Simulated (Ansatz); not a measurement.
**BP (F-43m):Sb_P, thermodynamic levels from a 54-atom cell**

Wanted: the transition levels of a substitutional impurity in BP (F-43m), from a cell of 54 host atoms with 1 P taken out and 1 Sb put in.

Main program and level: Ansatz 0.2.0; place-levels on r2SCAN runs: charge-transition levels and formation energies with image-charge correction and potential alignment at the atomic sites; PAW set soft_1.

## 1. The starting structure

The cell holds 54 atoms: 27 B, 26 P and 1 Sb. Its edges and angles: a = 9.623 Å, b = 9.623 Å, c = 9.623 Å, α = 60.0°, β = 60.0°, γ = 60.0°. It derives from BP (space group F-43m). Nearest the centre at fractional (0.250, 0.583, 0.583): Sb10 at 0.00 Å, B35 at 1.96 Å, B29 at 1.96 Å, B17 at 1.96 Å, B33 at 1.96 Å, P28 at 3.21 Å, P14 at 3.21 Å, P6 at 3.21 Å.

Coordinates:

```xyz
54
Lattice="0.0000 6.8046 6.8046 6.8046 0.0000 6.8046 6.8046 6.8046 0.0000" Properties=species:S:1:pos:R:3 pbc="T T T"
B     0.0000    0.0000    0.0000
P     3.4023    3.4023    3.4023
B     2.2682    2.2682    0.0000
P     5.6705    5.6705    3.4023
B     4.5364    4.5364    0.0000
P     7.9386    7.9386    3.4023
B     2.2682    0.0000    2.2682
P     5.6705    3.4023    5.6705
B     4.5364    2.2682    2.2682
Sb    7.9386    5.6705    5.6705
B     6.8046    4.5364    2.2682
P    10.2068    7.9386    5.6705
B     4.5364    0.0000    4.5364
P     7.9386    3.4023    7.9386
B     6.8046    2.2682    4.5364
P    10.2068    5.6705    7.9386
B     9.0727    4.5364    4.5364
P    12.4750    7.9386    7.9386
B     0.0000    2.2682    2.2682
P     3.4023    5.6705    5.6705
B     2.2682    4.5364    2.2682
P     5.6705    7.9386    5.6705
B     4.5364    6.8046    2.2682
P     7.9386   10.2068    5.6705
B     2.2682    2.2682    4.5364
P     5.6705    5.6705    7.9386
B     4.5364    4.5364    4.5364
P     7.9386    7.9386    7.9386
B     6.8046    6.8046    4.5364
P    10.2068   10.2068    7.9386
B     4.5364    2.2682    6.8046
P     7.9386    5.6705   10.2068
B     6.8046    4.5364    6.8046
P    10.2068    7.9386   10.2068
B     9.0727    6.8046    6.8046
P    12.4750   10.2068   10.2068
B     0.0000    4.5364    4.5364
P     3.4023    7.9386    7.9386
B     2.2682    6.8046    4.5364
P     5.6705   10.2068    7.9386
B     4.5364    9.0727    4.5364
P     7.9386   12.4750    7.9386
B     2.2682    4.5364    6.8046
P     5.6705    7.9386   10.2068
B     4.5364    6.8046    6.8046
P     7.9386   10.2068   10.2068
B     6.8046    9.0727    6.8046
P    10.2068   12.4750   10.2068
B     4.5364    4.5364    9.0727
P     7.9386    7.9386   12.4750
B     6.8046    6.8046    9.0727
P    10.2068   10.2068   12.4750
B     9.0727    9.0727    9.0727
P    12.4750   12.4750   12.4750
```

Screening for the image-charge correction: ε∞ = 9.31, ε0 = 9.42, computed on the host (DFPT, PBEsol, on the r2SCAN cell), and a cell off the functional's own equilibrium shifts the ionic part.

The cell's shortest repeat is 9.6 Å.

## 2. Charge states

Levels follow from differences of total energies between charge states, each relaxed by itself.

Random displacements of about 0.05 Å break the site symmetry at the start, so that the relaxation can reach a distorted minimum if there is one. Forces are taken on a 2×2×2 shifted mesh. The cell holds 1 electron more than the neutral one, with a uniform background that keeps it neutral on the whole. The electron count is odd, so at least one spin is unpaired; this run locks the moment at 1 μB.

The sampling was tested on the host first: at the k-points planned (1x1x1 shifted 0.25 0.25 0.25) its energy lies 0.152 eV an atom from the dense-mesh value, so the final energies take a denser sampling.

One of the inputs; charge, spin and start change from state to state.

Input file qm1_M1.relax/input.yaml:

```yaml
crystal:
  lattice:
    - [0.0, 2.26818541, 2.26818541]
    - [2.26818541, 0.0, 2.26818541]
    - [2.26818541, 2.26818541, 0.0]
  atoms:
    - { symbol: B, position: [0.0, 0.0, 0.0] }
    - { symbol: P, position: [0.75, 0.75, 0.75] }
  supercell: [3, 3, 3]
  defects: [{ substitution: { at: 9, symbol: Sb } }]
total_charge: -1
basis:
  ecutwfc: 500
  xc_grid: 2
hamiltonian:
  xc: r2scan
  pseudopotentials: { kind: paw, azcp: { folder: soft_1 } }
kpoints:
  mp_grid: { grid: [2, 2, 2], shift: [0.5, 0.5, 0.5] }
magnetization:
  spin_polarized: true
  initial_magnetization: 1
  spin_locking: { lock_magnetization: hard }
scf:
  occupations: { method: fixed }
  max_iter: 80
output:
  forces: true
  charged_corrections: { epsilon: 9.31, static_epsilon: 9.42 }
relax:
  f_tol: 0.02
  max_steps: 80
  random_displacement: { amplitude: 0.05, seed: 7622 }
checkpoint:
  write: "../qm1_M1.relax.run"
  compress: false
  write_wavefunctions: true
  write_every: 100000
```

On the command line:

```console
$ ansatz run input.yaml --threads 4 --pin off --max-ram 7536MiB --backend cpu --events-out ev --progress --plain --runs-dir out
```

The run of this state that the levels use, under r2SCAN:

Input file qm1_M1.point/input.yaml:

```yaml
crystal:
  checkpoint: "../qm1_M1.relax.run"
  host: checkpoint
total_charge: -1
basis:
  ecutwfc: 500
  xc_grid: 2
hamiltonian:
  xc: r2scan
  pseudopotentials: { kind: paw, azcp: { folder: soft_1 } }
kpoints:
  mp_grid: { grid: [2, 2, 2], shift: [0.5, 0.5, 0.5] }
magnetization:
  spin_polarized: true
  initial_magnetization: 1
  spin_locking: { lock_magnetization: hard }
scf:
  occupations: { method: fixed }
  max_iter: 80
output:
  forces: true
  eigenvalues: true
  charged_corrections:
    epsilon: 9.31
    static_epsilon: 9.42
    defect_position: [0.25, 0.583333, 0.583333]
  eigenstates: { localisation: true }
  populations: true
  efg: {}
  band_densities: [{ bands: [v1, v1] }, { bands: [c1, c1] }]
  write_density: true
  write_potential: true
  volumetric_format: npy
  elf: true
checkpoint:
  read: "../qm1_M1.relax.run"
  write: "../qm1_M1.point.run"
  compress: false
  write_wavefunctions: false
  write_every: 100000
```

Relaxations under r2SCAN at a 2×2×2 shifted mesh; times on 4 threads of Arm Neoverse V1, shared host:

```csv
charge,moment (μB),occupations,outcome,steps,largest displacement against the far atoms (Å),time
−1,1,fixed,converged,5,0.18,6.3 min
0,0,fixed,converged,4,0.18,2.3 min
+1,1,fixed,converged,6,0.19,7.3 min
```

Single points under r2SCAN at a 2×2×2 shifted mesh; times on 4 threads of Arm Neoverse V1, shared host:

```csv
charge,moment (μB),occupations,outcome,time
−1,1,fixed,converged,70 s
0,0,fixed,converged,33 s
+1,1,fixed,converged,64 s
```

Distances (Å) from Sb10 to the nearest atoms after relaxation with r2SCAN:

```csv
charge,moment (μB),1.,2.,3.,4.,5.,6.
−1,1,B 2.15,B 2.15,B 2.15,B 2.15,P 3.23,P 3.23
0,0,B 2.14,B 2.14,B 2.14,B 2.14,P 3.23,P 3.23
+1,1,B 2.14,B 2.15,B 2.15,B 2.16,P 3.23,P 3.23
```

## 3. Levels against the band edges, r2SCAN

A charged cell interacts with its images and the background, and its potential has another zero than the host's. place-levels removes the first by a point-charge model, screened by the static dielectric constant since the ions have relaxed around the charge, and the second by comparing potentials at atoms far from the defect.

The host is a run of the defect-free crystal in the same cutoffs, grids and k-points, so that basis and sampling errors cancel in part in the differences. The host is run in a cell of 2 atoms on a matching mesh. Its band edges are searched through the zone by a band path, so the gap is smaller than, or equal to, that on the mesh. Chemical potentials are energies per atom of P (black phosphorus) and Sb (A7 rhombohedral), run with the same functional and cutoff.

Input file levels.point.yaml:

```yaml
host:
  run: host.point.run
states: [qm1_M1.point.run, q0.point.run, qp1_M1.point.run]
geometry_from:
  qm1_M1.point.run: qm1_M1.relax.run
  q0.point.run: q0.relax.run
  qp1_M1.point.run: qp1_M1.relax.run
  host.point.run: host.relax.run
chemical_potentials:
  P:
    energy: -759.166194
    dataset: "<sha256 of the dataset>"
  Sb:
    energy: -6499.197686
    dataset: <sha256 of the dataset>
epsilon: 9.31
static_epsilon: 9.42
vertical:
  - { from: qm1_M1.point.run, to: qm1_M1.point_neutral.run }
  - { from: qp1_M1.point.run, to: qp1_M1.point_neutral.run }
```

On the command line:

```console
$ ansatz place-levels levels.point.yaml -- --threads 4 --pin off --max-ram 7536MiB
```

Numbers of over 12 decimals in the logs are rounded to 6 here.

The log of the run:

```text
[... repeated set-up lines and file paths are left out, and long positions are rounded to six places ...]
(+1/0) 0.039 eV beneath the valence edge (-0.500 eV without the band-filling correction), in the valence band
(0/-1) 1.440 eV above the valence edge (+1.830 eV without the band-filling correction), in the conduction band
formation energy of charge +1: +2.856 eV with the Fermi level at the valence edge
formation energy of charge 0: +2.817 eV with the Fermi level at the valence edge
formation energy of charge -1: +4.256 eV with the Fermi level at the valence edge
vertical -1 to 0: no energy, since no alignment is typed
  the change from vertical[0].from (qm1_M1.point.run) to vertical[0].to (qm1_M1.point_neutral.run): by its potential at epsilon 9.31 it stands at 0.782 0.124 0.114, with an rms radius of about 6.0 Å (3.4 3.4 3.5 Å across the planes of the cell's vectors); [...]
vertical +1 to 0: no energy, since no alignment is typed
  the change from vertical[1].from (qp1_M1.point.run) to vertical[1].to (qp1_M1.point_neutral.run): by its potential at epsilon 9.31 it stands at 0.320 0.654 0.655, with an rms radius of about 4.2 Å (2.3 2.6 2.3 Å across the planes of the cell's vectors); [...]
  edges by r2scan, gap 1.407 eV; the host is sampled to repeats of 19.25 Å
  the defect's cells are sampled to repeats of 19.25 Å, like sampling
  charge +1: -30496.5352 eV with its correction of +0.474 eV, at epsilon 9.42, aligned at sites: +0.2164 eV, mean over 19 atomic sites at or beyond 4.81 Å from the defect at [0.2500, 0.5833, 0.5833], with +0.000000 for the charge's moments and without [...]
  charge 0: +0.000 eV for its dipole among its images, +0.000 omitted
  charge -1: -30476.7461 eV with its correction of -0.168 eV, at epsilon 9.42, aligned at sites: +0.4260 eV, mean over 19 atomic sites at or beyond 4.81 Å from the defect at [0.2500, 0.5833, 0.5833], with +0.000000 for the charge's moments and without [...]
  of states[2] (qp1_M1.point.run): it parts from the run at its places by a charge that spreads by about 2.6 Å along one vector (1.4 Å or more is wide), by its potential at epsilon 9.31, taken for that of held ions (one typed too small widens it), where the [...]
  of states[1] (q0.point.run): its alignment with the host at atomic sites is doubtful: the mean over the far sites moves by +0.1721 eV from their farther parts to their nearer, more than 0.05 eV. [...]
  of states[0] (qm1_M1.point.run): it parts from the run at its places by a charge that spreads by about 3.5 Å along one vector (1.4 Å or more is wide), by its potential at epsilon 9.31, taken for that of held ions (one typed too small widens it), where the [...]
  of vertical[0].from (qm1_M1.point.run): stability_check_not_made; [...]
  of vertical[1].from (qp1_M1.point.run): band_overlap_at_count; stability_check_not_made; of the run under geometry_from: band_overlap_at_count; [...]
```

It took 0.34 s on 4 threads of Arm Neoverse V1, shared host.

Levels between the charges placed, in eV above the valence top:

```csv
,gap (eV),(+1/0),(0/−1)
r2SCAN,1.41,-0.04,1.44
```

Corrections by state:

```csv
charge,moment (μB),image terms and alignment (eV),band filling (eV),ε used,"over the lowest of its charge, as the program ranks them, band filling apart (eV)"
+1,1.0,0.474,-0.461,9.42,0.000
0,0.0,0.000,-,-,0.000
−1,1.0,-0.168,-0.390,9.42,0.000
```

The charged structures listed were also run neutral, and place-levels reads from each pair, by the potential or the spins, how wide the charge is by which they differ; that can be the carrier of either run.

```csv
charge,rms radius (Å),spread where it is widest against the cell (Å),wide from (Å),reading
+1,4.2,2.59,1.36,wide
−1,6.0,3.46,1.36,wide
```

The neutral runs of these pairs need not share the spin of the lowest neutral state, and very wide values only mean spread over the cell.

From the program's caveats on the states, each cut to its opening words:

- charge +1 (1 μB): it parts from the run at its places by a charge that spreads by about 2.6 Å along one vector (1.4 Å or more is wide), by its potential at epsilon 9.31, taken [...]
- charge +1 (1 μB): a band-filling correction moves a carrier to the host's band edge, which changes its energy by -0.461 eV
- charge +1 (1 μB): its alignment with the host at atomic sites is doubtful: the mean over the far sites moves by +0.1221 eV from their farther parts to their nearer, more than [...]
- charge +1 (1 μB): filled levels lie above empty ones at the fixed electron count
- charge +1 (1 μB), −1 (1 μB): flagged: stability check not made
- charge 0: its alignment with the host at atomic sites is doubtful: the mean over the far sites moves by +0.1721 eV from their farther parts to their nearer, more than [...]
- charge −1 (1 μB): it parts from the run at its places by a charge that spreads by about 3.5 Å along one vector (1.4 Å or more is wide), by its potential at epsilon 9.31, taken [...]
- charge −1 (1 μB): a band-filling correction moves a carrier to the host's band edge, which changes its energy by -0.390 eV
- charge −1 (1 μB): its alignment with the host at atomic sites is doubtful: the mean over the far sites moves by +0.1332 eV from their farther parts to their nearer, more than [...]

Formation energies (eV), elemental references (Δμ(P) = 0.00 eV, Δμ(Sb) = 0.00 eV):

```csv
charge,Fermi level at the valence top,at the conduction bottom
+1,2.86,4.26
0,2.82,2.82
−1,4.26,2.85
```

## 4. Summary of results

| Quantity | Value |
| --- | --- |
| gap of the host | 1.41 eV (r2SCAN) |
| level (plus 1/0) | 0.04 eV below the valence top (-0.50 eV above the valence top without the band-filling term) |
| level (0/minus 1) | 1.44 eV above the valence top, past the conduction bottom (1.83 eV above the valence top without the band-filling term) |
| lowest of the charges placed, just above the valence top (0.02 eV) | 0 |
| lowest of the charges placed, just below the conduction bottom (0.02 eV) | 0 |
| lowest formation energy at mid-gap of the charges run, elemental references | 2.82 eV |

Of the charges placed (−1, 0 and +1), 0 is the lowest from 0.02 eV above the valence top to 0.02 eV below the conduction bottom, a gap of 1.41 eV. States placed: +1 at 1 μB; 0 at 0 μB; −1 at 1 μB. Other spin states or structures, where not listed, weren't placed. The program finds carriers beyond a band edge of the host and adds a band-filling term at charge −1 (-0.39 eV) and +1 (-0.46 eV); steps to such a charge show no bound level, and a defect level inside a band would be read the same way. Sb is taken at its element; compounds, which aren't counted here, bound the chemical potentials and would shift these formation energies. The program doubts the alignment of potentials for at least one state, a sign that the cell is small. Keep in mind: r2SCAN makes the gap too small and tends to spread out bound carriers; spin–orbit coupling, which can matter with heavy atoms, is left out.

[Logs are printed without paths, hosts, clocks, repeated set-up lines and the standing remarks that a program may print on its own settings, such as how far it seeks lower states.]

[Hosts, paths, dates, database ids (printed as entryN), source tags and the programs' standing remarks are cut or masked in the printed files.]

[Where a table of states has a column of steps, it counts the stored structures, which are thinned; the runs took as many ionic steps or more.]

[A defect's name tells the site on which it was built; relaxed atoms can leave that site.]

[For some hosts the program warned that the k-mesh of the response run may be too coarse for force constants and the static dielectric constant; such warnings are not shown here.]
